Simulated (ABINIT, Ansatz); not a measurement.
An input for ABINIT 10.8.3 (La2O3 (P-3m1)):

```
acell 3*1.0 Angstrom
rprim 
  3.930777878010 -0.000000000002 0.000000000000
  -1.965388939003 3.404153498992 0.000000000000
  0.000000000000 0.000000000000 6.111953520000
ntypat 2
znucl 57 8
natom 5
typat 1 1 2 2 2
xred 
  0.666666666667 0.333333333333 0.753764320000
  0.333333333333 0.666666666667 0.246235680000
  0.666666666667 0.333333333333 0.354109350000
  0.333333333333 0.666666666667 0.645890650000
  -0.000000000000 -0.000000000000 0.000000000000
pp_dirpath "pseudos"
pseudos "La.upf, O.upf"
ecut 50
ngkpt 3 3 2
nshiftk 1
shiftk 0 0 0
kptopt 1
chksymbreak 0
istwfk *1
occopt 1
irdwfk 1
optdriver 4
nband 186
gwcalctyp 0
ecutsigx 50
symsigma 1
nkptgw 3
kptgw 
  0.3333333333 0.0000000000 0.5000000000
  0.3333333333 0.3333333333 0.0000000000
  0.0000000000 0.0000000000 0.0000000000
bdgw 
  19 22
  19 23
  18 23
ecuteps 6.5
irdscr 1
ppmodel 1
indata_prefix "in"
outdata_prefix "out"
tmpdata_prefix "tmp"
```

```sh
OMP_NUM_THREADS=1 mpirun -n 8 abinit run.abi > log
```

Estimate wall time and host memory on 8 MPI ranks of AMD EPYC 9R45, shared host.

It took 18 s; on shared hardware allow 9.1 s to 36 s. Peak host memory was 2.3 GiB.

[Paths, hosts, dates, memory and timing lines, banners, echoed tables and standing remarks are left out of the program output.]

[Logs are printed without paths, hosts, clocks, repeated set-up lines and the standing remarks that a program may print on its own settings, such as how far it seeks lower states.]

[Runs of the session that timed out or met a known fault of the program may be left out.]

[Hosts, paths, dates, database ids (printed as entryN), source tags and the programs' standing remarks are cut or masked in the printed files.]

[G0W0 gaps are taken among the corrected bands and points alone; a level outside them can change the order at an edge.]

[Where Ansatz stands beside ABINIT at settings called matched, ABINIT's density can come from a denser mesh and the files from another edition; pairs whose starting gaps differed by over 0.03 eV were left out, so agreement reads better than it is.]
